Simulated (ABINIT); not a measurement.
An input for ABINIT 10.8.3 (Ba2MgH6 (P-3m1)):

```
acell 3*1.0 Angstrom
rprim 
  5.717818886904 0.000000000024 0.000000000000
  -2.858909443473 4.951776410285 0.000000000000
  0.000000000000 0.000000000000 4.538310090000
ntypat 3
znucl 56 12 1
natom 9
typat 1 1 2 3 3 3 3 3 3
xred 
  0.666666666667 0.333333333333 0.267038260000
  0.333333333333 0.666666666667 0.732961740000
  0.000000000000 0.000000000000 0.000000000000
  0.829634400000 0.659268800000 0.775326710000
  0.829634400000 0.170365600000 0.775326710000
  0.340731200000 0.170365600000 0.775326710000
  0.170365600000 0.340731200000 0.224673290000
  0.170365600000 0.829634400000 0.224673290000
  0.659268800000 0.829634400000 0.224673290000
pp_dirpath "pseudos"
pseudos "Ba.upf, Mg.upf, H.upf"
ecut 38
ngkpt 3 3 2
nshiftk 1
shiftk 0 0 0
kptopt 1
chksymbreak 0
istwfk *1
occopt 1
irdwfk 1
optdriver 4
nband 115
gwcalctyp 0
ecutsigx 38
symsigma 1
nkptgw 2
kptgw 
  0.3333333333 0.0000000000 0.0000000000
  0.0000000000 0.0000000000 0.0000000000
bdgw 
  17 20
  17 21
ecuteps 4.5
irdscr 1
ppmodel 2
indata_prefix "in"
outdata_prefix "out"
tmpdata_prefix "tmp"
```

```sh
OMP_NUM_THREADS=1 mpirun -n 4 abinit run.abi > log
```

**Question.** Estimate wall time and host memory on 4 MPI ranks of Arm Neoverse V1, shared host.

It took 19 s; on shared hardware allow 9.6 s to 38 s. Peak host memory was 1.1 GiB.

[Paths, hosts, dates, memory and timing lines, banners, echoed tables and standing remarks are left out of the program output.]

[Logs are printed without paths, hosts, clocks, repeated set-up lines and the standing remarks that a program may print on its own settings, such as how far it seeks lower states.]

[Runs of the session that timed out or met a known fault of the program may be left out.]

[Hosts, paths, dates, database ids (printed as entryN), source tags and the programs' standing remarks are cut or masked in the printed files.]

[G0W0 gaps are taken among the corrected bands and points alone; a level outside them can change the order at an edge.]

[Where Ansatz stands beside ABINIT at settings called matched, ABINIT's density can come from a denser mesh and the files from another edition; pairs whose starting gaps differed by over 0.03 eV were left out, so agreement reads better than it is.]
